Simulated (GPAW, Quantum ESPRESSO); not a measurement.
# BN (P6_3/mmc): the N K absorption edge

Do two independent programs agree on the N K edge of BN (P6_3/mmc)? The same cell and functional are run with XSpectra and with GPAW.

Main program and level: Quantum ESPRESSO 7.5; core-hole supercells, plane-wave PAW PBE (first program; GPAW 26.7.0 follows as the second).

The database entry behind the starting cell differs from later determinations by our own check (about 0.3 % short, minor phase), so it need not match the best structure at ambient conditions.

## 1. The starting structure

Symmetry: P6_3/mmc, No. 194, hexagonal system. Conventional cell: a = 2.498 Å, b = 2.498 Å, c = 6.636 Å, α = 90.00°, β = 90.00°, γ = 120.00°. N has 3 B at 1.44 Å nearest. Nearest to B lie 3 N at 1.44 Å. Farther neighbours and most contacts between anions are not listed.

## 2. Ground state of the crystal (Quantum ESPRESSO)

The ground state comes first: it tells whether the system has a gap, which decides how the excited electron is treated.

The input, scf.in:

```
&control
   calculation='scf', prefix='x', pseudo_dir='../pp', outdir='tmp', tprnfor=.true.
/
&system
   ibrav=0, nat=4, ntyp=3, nbnd=12
   ecutwfc=46, ecutrho=360
   occupations='smearing', smearing='mv', degauss=0.015
/
&electrons
   conv_thr=4.0e-08, electron_maxstep=120
   mixing_beta=0.5
/
ATOMIC_SPECIES
N3 1.0 N.pbe-n-kjpaw.UPF
N 1.0 N.pbe-n-kjpaw.UPF
B 1.0 B.pbe-n-kjpaw.UPF
CELL_PARAMETERS angstrom
  2.49824000 0.00000000 0.00000000
  -1.24912000 2.16353930 0.00000000
  0.00000000 0.00000000 6.63570000
ATOMIC_POSITIONS crystal
N3   0.66666667 0.33333333 0.25000000
N    0.33333333 0.66666667 0.75000000
B    0.66666667 0.33333333 0.75000000
B    0.33333333 0.66666667 0.25000000
K_POINTS automatic
12 12 4 0 0 0
```

The input, N.pbe-n-kjpaw.ld1.in:

```
&input
   title='N', zed=7., rel=1, iswitch=3, dft='PBE',
   config='[He] 2s2 2p3'
/
&inputp
   file_pseudopw='N.pbe-n-kjpaw.UPF', author='',
   lpaw=.true.,
   pseudotype=3,
   lloc=-1,
   rcloc=1.2,
   which_augfun='PSQ',
   rmatch_augfun_nc=.true.,
   nlcc=.true.,
   new_core_ps=.true.,
   rcore=0.7,
   tm=.true.,
   lgipaw_reconstruction=.true., use_paw_as_gipaw=.true.
/
4
2S  1  0  2.00  0.00  1.00  1.30  0.0
2S  1  0  0.00  2.00  1.00  1.30  0.0
2P  2  1  3.00  0.00  0.90  1.35  0.0
2P  2  1  0.00  0.05  0.90  1.35  0.0
```

The input, B.pbe-n-kjpaw.ld1.in:

```
&input
   title='B', zed=5., rel=1, iswitch=3, dft='PBE',
   config='[He] 2s2 2p1'
/
&inputp
   file_pseudopw='B.pbe-n-kjpaw.UPF', author='',
   lpaw=.true.,
   pseudotype=3,
   lloc=-1,
   rcloc=1.2,
   which_augfun='PSQ',
   rmatch_augfun_nc=.true.,
   nlcc=.true.,
   new_core_ps=.true.,
   rcore=0.9,
   tm=.true.,
   lgipaw_reconstruction=.true., use_paw_as_gipaw=.true.
/
4
2S  1  0  2.00  0.00  1.00  1.20  0.0
2S  1  0  0.00  3.00  1.00  1.20  0.0
2P  2  1  1.00  0.00  1.00  1.40  0.0
2P  2  1  0.00  1.50  1.00  1.40  0.0
```

On the command line:

```
> OMP_NUM_THREADS=1 mpirun --oversubscribe --bind-to none -np 4 pw.x -nk 4 -in scf.in > scf.out
```

Log:

```text
     [... banner and references ...]
using ibrav=0 with symmetry is DISCOURAGED, use correct ibrav instead

     G-vector sticks info
     --------------------

     Using Slab Decomposition

     bravais-lattice index     =            0
     lattice parameter (alat)  =       4.7210  a.u.
     unit-cell volume          =     242.0373 (a.u.)^3
     number of atoms/cell      =            4
     number of atomic types    =            3
     number of electrons       =        16.00
     number of Kohn-Sham states=           12
     kinetic-energy cutoff     =      46.0000  Ry
     charge density cutoff     =     360.0000  Ry
     scf convergence threshold =      4.0E-08
     mixing beta               =       0.5000
     number of iterations used =            8  plain     mixing
     Exchange-correlation= SLA  PW   PBX  PBC
                           (   1   4   3   4   0   0   0)

     celldm(1)=   4.720989  celldm(2)=   0.000000  celldm(3)=   0.000000
     celldm(4)=   0.000000  celldm(5)=   0.000000  celldm(6)=   0.000000

     crystal axes: (cart. coord. in units of alat)
               a(1) = (   1.000000   0.000000   0.000000 )
               a(2) = (  -0.500000   0.866025   0.000000 )
               a(3) = (   0.000000   0.000000   2.656150 )

     reciprocal axes: (cart. coord. in units 2 pi/alat)
               b(1) = (  1.000000  0.577350 -0.000000 )
               b(2) = (  0.000000  1.154701  0.000000 )
               b(3) = (  0.000000 -0.000000  0.376485 )

     ../pp/N.pbe-n-kjpaw.UPF
     Pseudo is Projector augmented-wave + core cor, Zval =  5.0
     Shape of augmentation charge: PSQ
     Using radial grid of 1085 points,  4 beta functions with:
                l(1) =   0
                l(2) =   0
                l(3) =   1
                l(4) =   1
     Q(r) pseudized with 0 coefficients

     ../pp/N.pbe-n-kjpaw.UPF
     Pseudo is Projector augmented-wave + core cor, Zval =  5.0
     Shape of augmentation charge: PSQ
     Using radial grid of 1085 points,  4 beta functions with:
                l(1) =   0
[...]
Q(r) pseudized with 0 coefficients

     ../pp/B.pbe-n-kjpaw.UPF
     Pseudo is Projector augmented-wave + core cor, Zval =  3.0
     Shape of augmentation charge: PSQ
     Using radial grid of 1059 points,  4 beta functions with:
[...]
l(2) =   0
                l(3) =   1
                l(4) =   1
     Q(r) pseudized with 0 coefficients

     atomic species   valence    mass     pseudopotential
     N3                5.00     1.00000     N ( 1.00)
     N                 5.00     1.00000     N ( 1.00)
     B                 3.00     1.00000     B ( 1.00)

     12 Sym. Ops. (no inversion) found ( 6 have fractional translation)

   Cartesian axes

     site n.     atom                  positions (alat units)
         1        N3     tau(   1) = (   0.5000000   0.2886751   0.6640375  )
         2        N      tau(   2) = (  -0.0000000   0.5773503   1.9921124  )
         3        B      tau(   3) = (   0.5000000   0.2886751   1.9921124  )
         4        B      tau(   4) = (  -0.0000000   0.5773503   0.6640375  )

     number of k points=    57  Marzari-Vanderbilt smearing, width (Ry)=  0.0150
                       cart. coord. in units 2pi/alat
        k(    1) = (   0.0000000   0.0000000   0.0000000), wk =   0.0034722
        k(    2) = (   0.0000000   0.0000000   0.0941212), wk =   0.0069444
        k(    3) = (   0.0000000   0.0000000  -0.1882424), wk =   0.0034722
        k(    4) = (   0.0000000   0.0962250   0.0000000), wk =   0.0208333
        k(    5) = (   0.0000000   0.0962250   0.0941212), wk =   0.0416667
[...]
k(   55) = (   0.3333333   0.5773503   0.0000000), wk =   0.0069444
        k(   56) = (   0.3333333   0.5773503   0.0941212), wk =   0.0138889
        k(   57) = (   0.3333333   0.5773503  -0.1882424), wk =   0.0069444

[...]
iteration #  5     ecut=    46.00 Ry     beta= 0.50
     Davidson diagonalization with overlap
     ethr =  7.87E-06,  avg # of iterations =  4.2

     total energy              =     -79.72456523 Ry
     estimated scf accuracy    <       0.00016582 Ry

     iteration #  6     ecut=    46.00 Ry     beta= 0.50
     Davidson diagonalization with overlap
     ethr =  1.04E-06,  avg # of iterations =  2.3

     total energy              =     -79.72458707 Ry
     estimated scf accuracy    <       0.00000311 Ry

     iteration #  7     ecut=    46.00 Ry     beta= 0.50
     Davidson diagonalization with overlap
     ethr =  1.94E-08,  avg # of iterations =  2.9

     total energy              =     -79.72458905 Ry
     estimated scf accuracy    <       0.00000067 Ry

     iteration #  8     ecut=    46.00 Ry     beta= 0.50
     Davidson diagonalization with overlap
     ethr =  4.18E-09,  avg # of iterations =  1.9

     End of self-consistent calculation

          k = 0.0000 0.0000 0.0000 (  1263 PWs)   bands (ev):

   -13.0685 -12.7732  -1.4773   0.6501   3.4647   3.4647   3.5016   3.5016
    10.0550  15.1256  16.4646  16.4648

          k = 0.0000 0.0000 0.0941 (  1269 PWs)   bands (ev):

   -13.0275 -12.8189  -1.2179   0.2653   3.4701   3.4701   3.4961   3.4961
    10.7569  14.2334  16.4820  16.4822

          k = 0.0000 0.0000-0.1882 (  1264 PWs)   bands (ev):

   -12.9256 -12.9255  -0.5350  -0.5349   3.4830   3.4830   3.4831   3.4831
    12.4296  12.4296  16.5254  16.5254

          k = 0.0000 0.0962 0.0000 (  1261 PWs)   bands (ev):

   -12.9318 -12.6410  -1.2893   0.8191   2.9037   2.9362   3.2009   3.2420
    10.3034  15.0354  16.3020  16.5043

          k = 0.0000 0.0962 0.0941 (  1254 PWs)   bands (ev):

   -12.8914 -12.6860  -1.0323   0.4372   2.9101   2.9345   3.2068   3.2359
    10.9877  14.2832  16.3543  16.4895

          k = 0.0000 0.0962-0.1882 (  1254 PWs)   bands (ev):

[...]
k = 0.0000 0.1925 0.0000 (  1267 PWs)   bands (ev):

[...]
k = 0.0000 0.1925-0.1882 (  1252 PWs)   bands (ev):

[...]
k = 0.0000 0.2887-0.1882 (  1266 PWs)   bands (ev):

[...]
k = 0.0000 0.3849-0.1882 (  1272 PWs)   bands (ev):

[...]
k = 0.0000-0.5774 0.0000 (  1282 PWs)   bands (ev):

[...]
k = 0.0000-0.5774 0.0941 (  1280 PWs)   bands (ev):

[...]
k = 0.0000-0.5774-0.1882 (  1280 PWs)   bands (ev):

[...]
k = 0.2500 0.4330-0.1882 (  1280 PWs)   bands (ev):

[...]
k = 0.2500 0.5292 0.0941 (  1280 PWs)   bands (ev):

[...]
k = 0.2500 0.5292-0.1882 (  1282 PWs)   bands (ev):

[...]
k = 0.3333 0.5774 0.0000 (  1281 PWs)   bands (ev):

    -9.2210  -9.2209  -3.2400  -3.0798  -2.3758  -2.3757   4.7001   4.7002
     9.6668   9.6668  15.6126  18.0838

          k = 0.3333 0.5774 0.0941 (  1281 PWs)   bands (ev):

    -9.2208  -9.2207  -3.2171  -3.1038  -2.3793  -2.3793   4.7396   4.7397
     9.5582   9.5582  15.9352  18.4031

          k = 0.3333 0.5774-0.1882 (  1266 PWs)   bands (ev):

    -9.2206  -9.2205  -3.1610  -3.1609  -2.3828  -2.3827   4.7803   4.7804
     9.4511   9.4511  16.8457  16.8457

     the Fermi energy is     7.1115 ev

!    total energy              =     -79.72458917 Ry
     total all-electron energy =      -318.800880 Ry
     estimated scf accuracy    <       0.00000002 Ry
     smearing contrib. (-TS)   =      -0.00000000 Ry
     internal energy E=F+TS    =     -79.72458917 Ry

     The total energy is F=E-TS. E is the sum of the following terms:
     one-electron contribution =     -15.42303125 Ry
     hartree contribution      =      16.48617690 Ry
     xc contribution           =     -17.68256959 Ry
     ewald contribution        =     -36.74426615 Ry
     one-center paw contrib.   =     -26.36089908 Ry

     convergence has been achieved in   8 iterations

     Forces acting on atoms (cartesian axes, Ry/au):

     atom    1 type  1   force =     0.00000000    0.00000000    0.00000000
     atom    2 type  2   force =     0.00000000    0.00000000    0.00000000
     atom    3 type  3   force =     0.00000000    0.00000000    0.00000000
     atom    4 type  3   force =    -0.00000000   -0.00000000    0.00000000

     Total force =     0.000000     Total SCF correction =     0.000000

     XML data file, charge density, pseudopotentials, collected wavefunctions

=------------------------------------------------------------------------------=
   JOB DONE.
=------------------------------------------------------------------------------=
```

Run time: 5.3 s. Hardware: 4 MPI ranks of Arm Neoverse V1, shared host; peak memory 0.07 GiB.

Absorbing atoms carry a label of their own (element plus a letter or digit), as the spectrum program needs them as separate species.

The mesh shows a gap of 4.30 eV, so the hole is first treated in a charged cell, without the excited electron.

## 3. Spectrum without a core hole, N atom 1 (Quantum ESPRESSO)

This cheap baseline ignores the attraction of the hole: it shows the absorber's empty states as they are in the ground state.

The absorber has 3 B at 1.44 Å (trigonal planar, site symmetry -6m2).

The input, xspectra.in:

```
&input_xspectra
   calculation='xanes_dipole', edge='K'
   prefix='x', outdir='tmp', xiabs=1, xe0=6.9308
   xonly_plot=.false., x_save_file='xanes.sav'
   xniter=3000, xcheck_conv=20, xerror=0.005
   xcoordcrys=.false., xepsilon(1)=1, xepsilon(2)=0, xepsilon(3)=0
/
&plot
   xnepoint=413, xemin=-10, xemax=45, terminator=.true., cut_occ_states=.true.
   xgamma=0.4
/
&pseudos
   filecore='../N.wfc'
/
&cut_occ
   cut_desmooth=0.1, cut_stepl=0.05, cut_stepu=0.05, cut_ierror=1e-5
/
10 10 4 0 0 0
```

On the command line:

```
> OMP_NUM_THREADS=1 mpirun --oversubscribe --bind-to none -np 4 xspectra.x -nk 4 -in xspectra.in > xspectra.out
```

Log:

```text
     [... banner and references ...]
Reading input_file

     calculation: xanes_dipole

     xepsilon  [cartesian coordinates]:   1.000000   0.000000   0.000000

     xonly_plot: FALSE
        => complete calculation: Lanczos + spectrum plot

     filecore (core-wavefunction file): ../N.wfc

     main plot parameters:
        cut_occ_states: TRUE
        gamma_mode:  constant
        -> using xgamma [eV]:  0.40
        xemin [eV]: -10.00
        xemax [eV]:  45.00
        xnepoint:  413
        xe0 [eV]:   6.930800 (energy zero read in input file)

[...]
Results of STEP 1 successfully written in x_save_file
     x_save_file name:
     ->  xanes.sav
     x_save_file version:  2

     ... End STEP 1 ...

     ... Begin STEP 2 ...

     The spectrum is calculated using the following parameters:
        xe0 [eV]:    6.9308
        the occupied states are elimintate from the spectrum
        xemin [eV]: -10.00
        xemax [eV]:  45.00
        xnepoint:  413
        constant broadening parameter [eV]:    0.400
        Core level energy [eV]:  -409.9
         (from electron binding energy of neutral atoms in X-ray data booklet)

     Cross-section successfully written in xanes.dat

     ... End STEP 2 ...

                                END JOB XSpectra
```

The job ended after 35 s (4 MPI ranks; peak memory 0.07 GiB; 2.3 min of CPU time).

The N K spectrum, N atom 1, no core hole (energy from the lowest empty level; intensity scaled to a mean of 1 over the first 20 eV; the points at xe0, where the cut of filled states can leave a spike, are interpolated; polarised curves are means over the symmetry-equivalent atoms):

| E (eV) | isotropic | ε ⊥ c | ε ∥ c |
| --- | --- | --- | --- |
| -2.0 | 0.03 | 0.02 | 0.07 |
| -1.4 | 0.04 | 0.02 | 0.09 |
| -0.8 | 0.06 | 0.02 | 0.13 |
| -0.2 | 0.09 | 0.02 | 0.24 |
| 0.4 | 0.21 | 0.03 | 0.56 |
| 1.0 | 0.40 | 0.04 | 1.12 |
| 1.6 | 0.52 | 0.05 | 1.46 |
| 2.2 | 0.58 | 0.07 | 1.61 |
| 2.8 | 0.73 | 0.10 | 1.99 |
| 3.4 | 0.75 | 0.13 | 2.01 |
| 4.0 | 0.79 | 0.13 | 2.09 |
| 4.6 | 0.72 | 0.18 | 1.78 |
| 5.2 | 0.78 | 0.27 | 1.80 |
| 5.8 | 0.58 | 0.34 | 1.07 |
| 6.4 | 0.69 | 0.57 | 0.93 |
| 7.0 | 0.80 | 0.78 | 0.84 |
| 7.6 | 1.00 | 1.12 | 0.78 |
| 8.2 | 1.39 | 1.53 | 1.11 |
| 8.8 | 1.45 | 1.74 | 0.89 |
| 9.4 | 1.36 | 1.68 | 0.72 |
| 10.0 | 0.87 | 1.08 | 0.46 |
| 10.6 | 0.83 | 1.09 | 0.30 |
| 11.2 | 0.87 | 1.16 | 0.30 |
| 11.8 | 0.69 | 0.92 | 0.23 |
| 12.4 | 0.83 | 1.15 | 0.20 |
| 13.0 | 0.94 | 1.30 | 0.21 |
| 13.6 | 1.15 | 1.54 | 0.36 |
| 14.2 | 1.15 | 1.39 | 0.65 |
| 14.8 | 1.29 | 1.58 | 0.69 |
| 15.4 | 1.45 | 1.90 | 0.56 |
| 16.0 | 2.05 | 2.71 | 0.74 |
| 16.6 | 2.02 | 2.74 | 0.57 |
| 17.2 | 1.80 | 2.36 | 0.66 |
| 17.8 | 1.34 | 1.52 | 1.00 |
| 18.4 | 1.29 | 1.27 | 1.34 |
| 19.0 | 1.03 | 0.95 | 1.19 |
| 19.6 | 0.79 | 0.71 | 0.94 |
| 20.2 | 0.55 | 0.49 | 0.68 |
| 20.8 | 0.54 | 0.51 | 0.61 |
| 21.4 | 0.42 | 0.41 | 0.44 |
| 22.0 | 0.49 | 0.53 | 0.42 |
| 22.6 | 0.54 | 0.65 | 0.31 |
| 23.2 | 0.63 | 0.84 | 0.22 |
| 23.8 | 0.58 | 0.75 | 0.25 |
| 24.4 | 0.46 | 0.53 | 0.34 |
| 25.0 | 0.54 | 0.62 | 0.38 |
| 25.6 | 0.54 | 0.60 | 0.41 |
| 26.2 | 0.58 | 0.65 | 0.45 |
| 26.8 | 0.53 | 0.50 | 0.58 |
| 27.4 | 0.49 | 0.35 | 0.77 |
| 28.0 | 0.46 | 0.24 | 0.89 |
| 28.6 | 0.45 | 0.23 | 0.87 |
| 29.2 | 0.53 | 0.25 | 1.07 |
| 29.8 | 0.45 | 0.22 | 0.93 |
| 30.4 | 0.41 | 0.21 | 0.79 |
| 31.0 | 0.52 | 0.23 | 1.11 |
| 31.6 | 0.44 | 0.25 | 0.83 |

Main maxima below 24 eV (height): 4.0 eV (0.79), 8.5 eV (1.51), 11.1 eV (0.91), 13.5 eV (1.17), 14.7 eV (1.30) and 16.3 eV (2.16). A K edge sees empty p states; at this planar three-fold site the curve for the electric vector normal to the plane peaks at 4.0 eV, where it is mainly π* that absorbs: that direction carries over 70 % of the weight there.

## 4. Another broadening

The final state's lifetime shortens with energy, so measured features broaden above the edge; the saved Lanczos coefficients are redrawn with a width that grows.

The input, xspectra_plot.in:

```
&input_xspectra
   calculation='xanes_dipole', edge='K'
   prefix='x', outdir='tmp', xiabs=1, xe0=6.9308
   xonly_plot=.true., x_save_file='xanes.sav'
   xniter=3000, xcheck_conv=20, xerror=0.005
   xcoordcrys=.false., xepsilon(1)=1, xepsilon(2)=0, xepsilon(3)=0
/
&plot
   xnepoint=413, xemin=-10, xemax=45, terminator=.true., cut_occ_states=.true.
   gamma_mode='variable', gamma_energy(1)=4, gamma_energy(2)=25, gamma_value(1)=0.3, gamma_value(2)=2.5
/
&pseudos
   filecore='../N.wfc'
/
&cut_occ
   cut_desmooth=0.1, cut_stepl=0.05, cut_stepu=0.05, cut_ierror=1e-5
/
10 10 4 0 0 0
```

On the command line:

```
> OMP_NUM_THREADS=1 xspectra.x -in xspectra_plot.in > xspectra_plot.out
```

Log:

```text
     [... banner and references ...]
Reading input_file
     -------------------------------------------------------------------------

     calculation: xanes_dipole

     xonly_plot: TRUE
        => only the spectrum plot

     main plot parameters:
        cut_occ_states: TRUE
        gamma_mode:  variable
        -> first, constant up to point ( 4.00, 0.30) [eV]
        -> then, linear up to point (25.00, 2.50) [eV]
        -> finally, constant up to xemax
        xemin [eV]: -10.00
        xemax [eV]:  45.00
        xnepoint:  413
[...]
xemin [eV]: -10.00
        xemax [eV]:  45.00
        xnepoint:  413
        energy-dependent broadening parameter:
         -> first, constant up to point ( 4.00, 0.30) [eV]
         -> then, linear up to point (25.00, 2.50) [eV]
         -> finally, constant up to xemax
        Core level energy [eV]:  -409.9
         (from electron binding energy of neutral atoms in X-ray data booklet)

     Cross-section successfully written in xanes.dat

     -------------------------------------------------------------------------
                                END JOB XSpectra
     -------------------------------------------------------------------------
[key lines of the parts left out:]
Fermi level [eV]:   4.7804
```

Wall time 7.3 s (1 MPI rank); peak memory 0.05 GiB.

With a Lorentzian half width 0.3 eV up to 4 eV, rising linearly to 2.5 eV at 25 eV (counted from xe0, 2.2 eV below the zero used here), the maxima are 4.0 eV (0.83), 8.7 eV (1.30) and 16.2 eV (1.47).

## 5. Supercell without a hole, the energy reference (Quantum ESPRESSO)

The photon energy needs a difference of total energies, so the cell and mesh of the coming hole run are first run without a hole.

The input, scf.in:

```
&control
   calculation='scf', prefix='x', pseudo_dir='../pp', outdir='tmp', tprnfor=.true.
/
&system
   ibrav=0, nat=28, ntyp=2, nbnd=60
   ecutwfc=46, ecutrho=360
   occupations='fixed'
/
&electrons
   conv_thr=2.8e-07, electron_maxstep=120
   mixing_beta=0.5
/
ATOMIC_SPECIES
N 1.0 N.pbe-n-kjpaw.UPF
B 1.0 B.pbe-n-kjpaw.UPF
CELL_PARAMETERS angstrom
  6.24560000 2.16353930 0.00000000
  -4.99648000 4.32707861 0.00000000
  0.00000000 0.00000000 6.63570000
ATOMIC_POSITIONS crystal
N    0.23809524 0.04761905 0.25000000
N    0.38095238 0.47619048 0.25000000
N    0.52380952 0.90476190 0.25000000
N    0.66666667 0.33333333 0.25000000
N    0.80952381 0.76190476 0.25000000
N    0.95238095 0.19047619 0.25000000
N    0.09523810 0.61904762 0.25000000
N    0.19047619 0.23809524 0.75000000
N    0.33333333 0.66666667 0.75000000
N    0.47619048 0.09523810 0.75000000
N    0.61904762 0.52380952 0.75000000
N    0.76190476 0.95238095 0.75000000
N    0.90476190 0.38095238 0.75000000
N    0.04761905 0.80952381 0.75000000
B    0.23809524 0.04761905 0.75000000
B    0.38095238 0.47619048 0.75000000
B    0.52380952 0.90476190 0.75000000
B    0.66666667 0.33333333 0.75000000
B    0.80952381 0.76190476 0.75000000
B    0.95238095 0.19047619 0.75000000
B    0.09523810 0.61904762 0.75000000
B    0.19047619 0.23809524 0.25000000
B    0.33333333 0.66666667 0.25000000
B    0.47619048 0.09523810 0.25000000
B    0.61904762 0.52380952 0.25000000
B    0.76190476 0.95238095 0.25000000
B    0.90476190 0.38095238 0.25000000
B    0.04761905 0.80952381 0.25000000
K_POINTS automatic
3 3 3 0 0 0
```

On the command line:

```
> OMP_NUM_THREADS=1 mpirun --oversubscribe --bind-to none -np 4 pw.x -nk 4 -in scf.in > scf.out
```

Log:

```text
     [... banner and references ...]
[banner, memory and clock lines left out]
Found identity + (  0.1429  0.4286  0.0000) symmetry
     This is a supercell, fractional translations are disabled
     using ibrav=0 with symmetry is DISCOURAGED, use correct ibrav instead

     G-vector sticks info

     bravais-lattice index     =            0
     lattice parameter (alat)  =      12.4906  a.u.
     unit-cell volume          =    1694.2611 (a.u.)^3
     number of atoms/cell      =           28
[...]
Forces acting on atoms (cartesian axes, Ry/au):

     atom    1 type  1   force =     0.00000228    0.00005037   -0.00000010
     atom    2 type  1   force =    -0.00003808    0.00003059    0.00000085
     atom    3 type  1   force =    -0.00000745   -0.00004828    0.00000085
[...]
atom   27 type  2   force =    -0.00028798    0.00022046    0.00012434
     atom   28 type  2   force =     0.00045441    0.00041818    0.00012773

     Total force =     0.001821     Total SCF correction =     0.000017

     XML data file, charge density, pseudopotentials, collected wavefunctions
[key lines of the parts left out:]
!    total energy              =    -558.07218832 Ry
convergence has been achieved in  10 iterations
```

The job ended after 42 s (4 MPI ranks; peak memory 0.24 GiB).

Reference energy: -30362.550 eV with the cores included.

(Part 1 of 6 ends here.)

[Banner, clock and machine lines of the logs are left out without a mark of their own.]

[Logs are printed without paths, hosts, clocks, repeated set-up lines and the standing remarks that a program may print on its own settings, such as how far it seeks lower states.]

[Hosts, paths, dates, database ids (printed as entryN), source tags and the programs' standing remarks are cut or masked in the printed files.]

[Lists of maxima count a maximum above −3 eV only where it reaches 4 % of the highest in the window and stands out from its surroundings by 2 % of it (1.5 % where it reaches 55 %); shoulders and weaker maxima are passed over, and of the rest the first, up to two pre-edge ones and the few strongest are named.]
